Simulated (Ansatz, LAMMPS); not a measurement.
# Glassy 44SiO2-44B2O3-6MgO-6CaO (mol %) (120 atoms): geometry optimisation, part 2 of 3

Aim: bring glassy 44SiO2-44B2O3-6MgO-6CaO (mol %) (120 atoms) to a nearby minimum of the energy and see what moves.

Ansatz 0.2.0; Kohn-Sham DFT, PBE, PAW (set soft_2), plane waves.

The cell: 14 Si, 28 B, 2 Mg, 2 Ca and 74 O. The quench rate of 50 K/ps is many orders above laboratory rates. The starting topology of bonds comes from the classical model. Sampling is at Γ alone, for a cell whose shortest periodic width is 11 Å.

So far. Step 3 (Single point at the start): The r.m.s. force component of 1.1 eV/Å and the pressure of -4.4 GPa set the starting point.

### 4. Relaxation

With the cell held, the atoms are moved downhill towards a nearby minimum.

File input.yaml:

```yaml
crystal:
  lattice:
    - [11.30929, 0.0, 0.0]
    - [0.0, 11.30929, 0.0]
    - [0.0, 0.0, 11.30929]
  atoms:
    [... the 120 atom lines of step 3 ...]
kpoints:
  mp_grid: { grid: [1, 1, 1] }
hamiltonian:
  xc: pbe
scf:
  occupations: { method: fixed }
output:
  forces: true
relax:
  f_tol: 0.03
  max_steps: 200
```

Run with:

```console
ansatz run input.yaml --threads 4 --pin off --max-ram 8192MiB --backend cpu --events-out ev --progress --plain --runs-dir out
```

Numbers of over 12 decimals in the logs are rounded to 6 here.

Log:

```text
[...]
Crystal: 120 atoms, lattice volume = 1446.459 Å³
Basis set: ecut = 420 eV, 28353 PW (Γ), exchange–correlation on 160×160×160 points (8 copies of the dense FFT grid, shifted against one another)
Bands: 432, of which v1, the nominal top of the filled ones, is band 312 counted from 1 (311 counted from 0)
Symmetry: 1 space group operations
[...]
k-points: 1
[...]
SCF iter   1: F=—  HF=-62840.704788 eV  |F-HF|=—  |Δ(HF+E_count)|=         —  Δρ=3.58e-3  dr2=2.73e-1  ethr=1.77e-3  ⟨swp⟩=7.0  Hψ=1599  notcnv=0  defer=117
[...]
SCF iter   3: F=—  HF=-62840.661254 eV  |F-HF|=—  |Δ(HF+E_count)|=   6.62e-3  Δρ=7.93e-4  dr2=1.56e-2  ethr=9.89e-6  ⟨swp⟩=5.0  Hψ=620  notcnv=0  defer=94
automatic band count: iteration 3 solves 408 bands in place of 432: the levels show a gap, and the empty bands left out lie too high to hold charge; the band table lists the bands solved (type scf.n_extra_bands for more)
SCF iter   4: F=—  HF=-62840.655356 eV  |F-HF|=—  |Δ(HF+E_count)|=   5.90e-3  Δρ=3.04e-4  dr2=1.64e-3  ethr=2.49e-6  ⟨swp⟩=2.0  Hψ=637  notcnv=0  defer=94
[...]
SCF iter   7: F=-62840.655175 eV  HF=-62840.655179 eV  |F-HF|=4.43e-6  |Δ(HF+E_count)|=   1.62e-5  Δρ=2.62e-5  dr2=7.78e-6  ethr=3.61e-9  ⟨swp⟩=4.0  Hψ=1337  notcnv=0
SCF 1 converged in 7 iterations: F = -62840.655175 eV  dr2 = 7.78e-6
[...]
relax step   1: F+E_penalty+E_count = -62840.65517481 eV  Δ(F+E_penalty+E_count) = +0.000e0 eV  max|allowed force component| = 3.924e0 eV/Å  Δτ_max = 0.0000 Å  (7 SCF iters, dr2 threshold 2.25e-5 eV, accepted)
[... from here on, the SCF cycles and remarks between the steps are left out ...]
relax step   2: F+E_penalty+E_count = -62846.49347337 eV  Δ(F+E_penalty+E_count) = -5.838e0 eV  max|allowed force component| = 2.503e0 eV/Å  Δτ_max = 0.1947 Å  (7 SCF iters, dr2 threshold 1.00e-4 eV, accepted)
relax step   3: F+E_penalty+E_count = -62849.37514124 eV  Δ(F+E_penalty+E_count) = -2.882e0 eV  max|allowed force component| = 1.025e0 eV/Å  Δτ_max = 0.1948 Å  (7 SCF iters, dr2 threshold 1.00e-4 eV, accepted)
relax step   4: F+E_penalty+E_count = -62850.41440378 eV  Δ(F+E_penalty+E_count) = -1.039e0 eV  max|allowed force component| = 9.461e-1 eV/Å  Δτ_max = 0.2000 Å  (7 SCF iters, dr2 threshold 1.00e-4 eV, accepted)
relax step   5: F+E_penalty+E_count = -62851.02722620 eV  Δ(F+E_penalty+E_count) = -6.128e-1 eV  max|allowed force component| = 6.103e-1 eV/Å  Δτ_max = 0.1820 Å  (6 SCF iters, dr2 threshold 1.00e-4 eV, accepted)
relax step   6: F+E_penalty+E_count = -62851.50258691 eV  Δ(F+E_penalty+E_count) = -4.754e-1 eV  max|allowed force component| = 6.205e-1 eV/Å  Δτ_max = 0.2000 Å  (7 SCF iters, dr2 threshold 1.00e-4 eV, accepted)
relax step   7: F+E_penalty+E_count = -62851.64871516 eV  Δ(F+E_penalty+E_count) = -1.461e-1 eV  max|allowed force component| = 5.112e-1 eV/Å  Δτ_max = 0.0687 Å  (5 SCF iters, dr2 threshold 1.00e-4 eV, accepted)
relax step   8: F+E_penalty+E_count = -62851.83186491 eV  Δ(F+E_penalty+E_count) = -1.831e-1 eV  max|allowed force component| = 4.359e-1 eV/Å  Δτ_max = 0.2000 Å  (6 SCF iters, dr2 threshold 1.00e-4 eV, accepted)
relax step   9: F+E_penalty+E_count = -62851.95561597 eV  Δ(F+E_penalty+E_count) = -1.238e-1 eV  max|allowed force component| = 4.325e-1 eV/Å  Δτ_max = 0.1314 Å  (6 SCF iters, dr2 threshold 1.00e-4 eV, accepted)
relax step  10: F+E_penalty+E_count = -62852.04555722 eV  Δ(F+E_penalty+E_count) = -8.994e-2 eV  max|allowed force component| = 7.133e-1 eV/Å  Δτ_max = 0.1741 Å  (6 SCF iters, dr2 threshold 1.00e-4 eV, accepted)
relax step  11: F+E_penalty+E_count = -62852.17735926 eV  Δ(F+E_penalty+E_count) = -1.318e-1 eV  max|allowed force component| = 9.200e-1 eV/Å  Δτ_max = 0.0904 Å  (6 SCF iters, dr2 threshold 1.00e-4 eV, accepted)
relax step  12: F+E_penalty+E_count = -62852.45432346 eV  Δ(F+E_penalty+E_count) = -2.770e-1 eV  max|allowed force component| = 5.833e-1 eV/Å  Δτ_max = 0.2000 Å  (6 SCF iters, dr2 threshold 1.00e-4 eV, accepted)
relax step  13: F+E_penalty+E_count = -62852.54262156 eV  Δ(F+E_penalty+E_count) = -8.830e-2 eV  max|allowed force component| = 4.739e-1 eV/Å  Δτ_max = 0.1947 Å  (6 SCF iters, dr2 threshold 1.00e-4 eV, accepted)
relax step  14: F+E_penalty+E_count = -62852.49209243 eV  Δ(F+E_penalty+E_count) = +5.053e-2 eV  max|allowed force component| = 8.259e-1 eV/Å  Δτ_max = 0.2000 Å  (6 SCF iters, dr2 threshold 9.03e-5 eV, rejected (line search))
relax step  15: F+E_penalty+E_count = -62852.63894337 eV  Δ(F+E_penalty+E_count) = -9.632e-2 eV  max|allowed force component| = 2.309e-1 eV/Å  Δτ_max = 0.1000 Å  (9 SCF iters, accepted)
relax step  16: F+E_penalty+E_count = -62852.67164522 eV  Δ(F+E_penalty+E_count) = -3.270e-2 eV  max|allowed force component| = 2.616e-1 eV/Å  Δτ_max = 0.1000 Å  (7 SCF iters, dr2 threshold 1.27e-5 eV, accepted)
relax step  17: F+E_penalty+E_count = -62852.68029820 eV  Δ(F+E_penalty+E_count) = -8.653e-3 eV  max|allowed force component| = 2.370e-1 eV/Å  Δτ_max = 0.0307 Å  (6 SCF iters, dr2 threshold 1.62e-5 eV, accepted)
relax step  18: F+E_penalty+E_count = -62852.67198933 eV  Δ(F+E_penalty+E_count) = +8.309e-3 eV  max|allowed force component| = 2.712e-1 eV/Å  Δτ_max = 0.0865 Å  (6 SCF iters, dr2 threshold 4.61e-5 eV, rejected (line search))
relax step  19: F+E_penalty+E_count = -62852.69423307 eV  Δ(F+E_penalty+E_count) = -1.393e-2 eV  max|allowed force component| = 8.275e-2 eV/Å  Δτ_max = 0.0415 Å  (9 SCF iters, accepted)
relax step  20: F+E_penalty+E_count = -62852.69539107 eV  Δ(F+E_penalty+E_count) = -1.158e-3 eV  max|allowed force component| = 8.052e-2 eV/Å  Δτ_max = 0.0044 Å  (6 SCF iters, accepted)
relax step  21: F+E_penalty+E_count = -62852.70175051 eV  Δ(F+E_penalty+E_count) = -6.359e-3 eV  max|allowed force component| = 1.753e-1 eV/Å  Δτ_max = 0.0670 Å  (9 SCF iters, accepted)
relax step  22: F+E_penalty+E_count = -62852.70165370 eV  Δ(F+E_penalty+E_count) = +9.680e-5 eV  max|allowed force component| = 2.983e-1 eV/Å  Δτ_max = 0.0395 Å  (5 SCF iters, dr2 threshold 2.91e-5 eV, rejected (line search))
relax step  23: F+E_penalty+E_count = -62852.70640125 eV  Δ(F+E_penalty+E_count) = -4.651e-3 eV  max|allowed force component| = 4.962e-2 eV/Å  Δτ_max = 0.0197 Å  (7 SCF iters, accepted)
relax step  24: F+E_penalty+E_count = -62852.70928695 eV  Δ(F+E_penalty+E_count) = -2.886e-3 eV  max|allowed force component| = 1.056e-1 eV/Å  Δτ_max = 0.1000 Å  (9 SCF iters, accepted)
relax step  25: F+E_penalty+E_count = -62852.71214381 eV  Δ(F+E_penalty+E_count) = -2.857e-3 eV  max|allowed force component| = 3.792e-2 eV/Å  Δτ_max = 0.0282 Å  (7 SCF iters, accepted)
relax step  26: F+E_penalty+E_count = -62852.71421856 eV  Δ(F+E_penalty+E_count) = -2.075e-3 eV  max|allowed force component| = 5.943e-2 eV/Å  Δτ_max = 0.0355 Å  (8 SCF iters, accepted)
relax step  27: F+E_penalty+E_count = -62852.71550747 eV  Δ(F+E_penalty+E_count) = -1.289e-3 eV  max|allowed force component| = 3.091e-2 eV/Å  Δτ_max = 0.0066 Å  (7 SCF iters, accepted)
relax step  28: F+E_penalty+E_count = -62852.71607616 eV  Δ(F+E_penalty+E_count) = -5.687e-4 eV  max|allowed force component| = 2.449e-2 eV/Å  Δτ_max = 0.0108 Å  (7 SCF iters, accepted)
SCF converged after 7 iterations
Free energy (F): -62852.716076 eV
[...]
Internal energy: -62852.716076 eV  (E = F + TS)
E sigma→0 (E₀):  -62852.716076 eV
Fermi energy:    2.674992 eV
[...]
--- Forces (eV/Å), atoms counted from 1 ---
  atom   1  Si    -0.00415122     0.00040982     0.00489479
  atom   2  Si     0.00307719     0.00335261    -0.00330345
  atom   3  Si    -0.00197042     0.00114729     0.00935584
  atom   4  Si    -0.00748090    -0.00086408    -0.00086542
  atom   5  Si    -0.00119545     0.00081720    -0.00332132
  atom   6  Si    -0.00550892     0.00400468     0.00271259
  atom   7  Si     0.00410055     0.00463629     0.00248816
  atom   8  Si    -0.00906809     0.00724003     0.00354680
  atom   9  Si    -0.00233116     0.00054967    -0.00208657
  atom  10  Si    -0.00570898     0.00620313     0.00620641
  atom  11  Si     0.00999427     0.00058081     0.00284795
  atom  12  Si    -0.00431857     0.00041184    -0.00208815
  atom  13  Si    -0.00417868     0.00109258     0.00365088
  atom  14  Si    -0.00019000     0.00070030    -0.00114112
[...]
atom 119  O      0.00129700     0.00575924     0.00071902
  atom 120  O     -0.00432641    -0.00255240     0.00387301
  max |Σ_I F_I| component: 6.13e-5 eV/Å
--- Relaxed structure (28 steps of the walk, 25 accepted, 0 SCFs on fresh bases) ---
  F+E_penalty+E_count = -62852.71607616 eV   max|allowed force component| = 2.449e-2 eV/Å
  atoms:
    - { symbol: Si, position: [0.083590, 0.404559, 0.297752] }
    - { symbol: Si, position: [0.570240, 0.399405, 0.623332] }
    - { symbol: Si, position: [0.281113, 0.925886, 0.268075] }
    - { symbol: Si, position: [0.755382, 0.464712, 0.041664] }
[...]
- { symbol: O, position: [0.251439, 0.885260, 0.407835] }
```

The job ended after 10 min (4 threads of Arm Neoverse N1, shared host; peak memory 1.9 GiB).

Relaxation path (22 of 28):

```csv
step,energy less that of the first step (eV),largest force component (eV/Å)
1,0.0000,3.9235
2,-5.8383,2.5033
4,-9.7592,0.9461
5,-10.3721,0.6103
6,-10.8474,0.6205
7,-10.9935,0.5112
9,-11.3004,0.4325
10,-11.3904,0.7133
11,-11.5222,0.9200
13,-11.8874,0.4739
14,-11.8369,0.8259
15,-11.9838,0.2309
16,-12.0165,0.2616
18,-12.0168,0.2712
19,-12.0391,0.0828
20,-12.0402,0.0805
22,-12.0465,0.2983
23,-12.0512,0.0496
24,-12.0541,0.1056
25,-12.0570,0.0379
27,-12.0603,0.0309
28,-12.0609,0.0245
```

Relaxation steps 14, 18, 22 were tried and not accepted.

The atoms that moved most (Å):

```csv
atom,dx,dy,dz,length
O64,-0.930,-0.725,-0.063,1.181
B28,-0.794,0.034,0.393,0.887
O102,0.540,0.532,0.232,0.793
O65,-0.738,0.010,0.271,0.786
O100,-0.379,0.355,-0.580,0.778
O87,0.552,-0.314,-0.366,0.733
O61,0.309,0.624,0.176,0.719
O74,0.405,-0.258,0.516,0.705
```

The relaxation changed the energy by -101 meV/atom, and atoms moved by 0.44 Å r.m.s., 1.2 Å at most.

### 5. Local order after relaxation

Bonds before and after, by the cutoffs listed below:

```csv
pair,bonds before,bonds after,mean before (Å),mean after (Å),spread before (Å),spread after (Å)
O-B,86,86,1.409,1.385,0.031,0.040
O-Si,56,56,1.635,1.634,0.033,0.024
O-Ca,13,13,2.465,2.447,0.148,0.169
O-Mg,10,10,2.118,2.103,0.115,0.166
```

Density 2.31 g/cm³, 12.05 Å³ an atom.

Pair distribution functions g(r), in bins of 0.2 Å:

```csv
r (Å),total,O-O,O-B,O-Si,O-Ca,O-Mg,B-B
1.30,2.78,0.00,9.65,0.00,0.00,0.00,0.00
1.50,0.97,0.00,2.79,1.12,0.00,0.00,0.00
1.70,1.52,0.00,0.00,10.55,0.00,0.00,0.00
1.90,0.07,0.00,0.00,0.00,0.00,3.27,0.00
2.10,0.07,0.00,0.00,0.00,0.86,2.71,0.00
2.30,0.93,2.15,0.00,0.00,3.50,2.35,0.00
2.50,0.79,1.47,0.09,0.00,3.16,0.66,2.09
2.70,1.34,2.31,0.23,0.00,1.03,0.00,2.69
2.90,0.67,0.55,0.46,0.20,0.00,0.49,0.17
3.10,0.82,0.88,1.02,0.29,1.22,1.17,0.15
3.30,0.97,0.89,1.36,0.81,0.34,0.37,0.65
3.50,1.17,0.90,1.57,1.57,0.67,0.65,1.32
3.70,1.20,0.81,1.87,1.38,1.15,1.13,1.27
3.90,1.11,0.66,1.47,1.72,1.78,2.04,0.87
4.10,0.99,0.79,1.07,1.21,0.93,1.12,0.96
4.30,1.02,1.02,0.78,1.39,1.27,0.83,1.59
4.50,1.06,1.35,0.78,0.74,1.33,0.38,1.51
4.70,1.01,1.30,0.72,0.89,1.58,0.35,1.00
4.90,1.10,1.28,0.88,0.90,1.31,0.65,0.74
5.10,1.01,1.09,0.84,0.94,0.15,1.34,1.13
5.30,0.94,0.90,0.89,0.81,0.83,1.39,0.73
5.50,0.98,0.89,1.11,0.96,0.77,1.41,0.58
```

Bonds by pair of elements; cutoffs follow the first minimum of g(r), held within bounds set by covalent radii, and pairs that aren't listed don't count as bonded:

```csv
pair A-B,cutoff (Å),bonds,mean length (Å),spread (Å),shortest (Å),B about A,A about B
O-B,1.83,86,1.39,0.04,1.31,1.16,3.07
O-Si,2.08,56,1.63,0.024,1.58,0.757,4
O-Ca,2.93,13,2.45,0.169,2.13,0.176,6.5
O-Mg,2.62,10,2.10,0.166,1.84,0.135,5
```

How many atoms have how many bonded neighbours:

```csv
element,mean,2,3,4,5,6,8
B,3.07,0,26,2,0,0,0
Ca,6.5,0,0,0,1,0,1
Mg,5,0,0,1,0,1,0
O,2.23,57,17,0,0,0,0
Si,4,0,0,14,0,0,0
```

Bond angles (no mean is given where the spread exceeds 20°):

```csv
angle,count,mean (°),spread (°)
O-B-O,90,118,4.9
O-Si-O,84,109,4.2
B-O-Si,38,138,12
O-Ca-O,38,-,-
B-O-B,22,142,13.9
```

Oxygen atoms by the number of network formers (Si, P, Ge, B, Al, As, Ga) bound to them:

```csv
network formers bound to O,O atoms,per cent
0,0,0
1,6,8.1
2,68,91.9
```

Network units: each former by its oxygen neighbours and how many of them bridge to another former:

```csv
former,O neighbours,bridging O,atoms
Si,4,3,2
Si,4,4,12
B,3,2,4
B,3,3,22
B,4,4,2
```

Bond length by coordination (bonds to H left out):

```csv
element,coordination,atoms,mean bond length (Å)
B,3,26,1.38
B,4,2,1.48
Ca,5,1,2.38
Ca,8,1,2.49
Mg,4,1,2.02
Mg,6,1,2.16
O,2,57,1.50
O,3,17,1.82
```

Rings of the network by King's shortest-path rule, up to 12 atoms, one path for each pair of neighbours; H, halogens, alkali and alkaline-earth atoms are left out, and the last column divides by all other atoms, bonded or not:

```csv
ring size (atoms),rings,per network atom
6,1,0.009
8,3,0.026
10,1,0.009
12,3,0.026
```

Counting bonds as in the table, 93 % of B atoms have 3, 50 % of Ca atoms have 5 and as many 8, 50 % of Mg atoms have 4 and as many 6 and 77 % of O atoms have 2 bonded neighbours. The O-B-O angle averages 118° with a spread of 5°. 92 % of the oxygens bridge two formers (Si and B) and 8 % are non-bridging. The commonest B unit has 3 oxygens, 3 of them shared with other formers (22 of 28 atoms). Rings of 8 and 12 atoms are the most common (38 % each of those counted); sizes run from 6 to 12, where the search stops.

[end of part 2 of 3]

[Logs are printed without paths, hosts, clocks, repeated set-up lines and the standing remarks that a program may print on its own settings, such as how far it seeks lower states.]

[Hosts, paths, dates, database ids (printed as entryN), source tags and the programs' standing remarks are cut or masked in the printed files.]
